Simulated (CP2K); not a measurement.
Two runs for the C K edge of aminooxirane. Run A: CP2K XAS_TDP, all-electron GAPW, PBEh(45%), aug-cc-pVDZ, TDA, no relativity. Run B differs in one setting.

First lines with a strength over 0.0015. A:

```
                        atom  energy (eV)  states  strength, one atom
C2 (bonded to C, N, O and H)       285.85       1              0.0623
                                   286.19       1              0.0157
                                   286.82       1              0.0070
                                   286.97       1              0.0042
                                   287.18       1              0.0055
 C3 (bonded to C, O and 2 H)       284.60       1              0.0438
                                   285.30       1              0.0074
                                   285.72       1              0.0202
                                   286.70       1              0.0167
                                   286.95       1              0.0073
```

B:

```
                        atom  energy (eV)  states  strength, one atom
C2 (bonded to C, N, O and H)       289.67       1              0.0749
                                   290.90       1              0.0264
                                   291.74       1              0.0234
                                   292.32       1              0.0046
                                   293.04       1              0.0044
 C3 (bonded to C, O and 2 H)       288.60       1              0.0581
                                   290.03       1              0.0131
                                   290.35       1              0.0350
                                   291.36       1              0.0089
                                   291.53       1              0.0121
```

Q: Which was it: GW2X switched on, the functional, scalar relativity switched on, the basis?

The functional (functional from PBEh(45%) to PBEh(60%); the lines alone don't name the new value). A functional moves all lines by electronvolts and changes their spacings and strengths. Against PBEh(45%) in aug-cc-pVDZ, the leading lines move by +3.82 eV (C2, to 289.67) and +4.00 eV (C3, to 288.60); the strength of C2's goes from 0.0623 to 0.0749. The next line of C2 over the strength cut lies 1.23 eV higher, against 0.34.

[Banner, clock and machine lines of the logs are left out without a mark of their own.]

[Logs are printed without paths, hosts, clocks, repeated set-up lines and the standing remarks that a program may print on its own settings, such as how far it seeks lower states.]

[Hosts, paths, dates, database ids (printed as entryN), source tags and the programs' standing remarks are cut or masked in the printed files.]
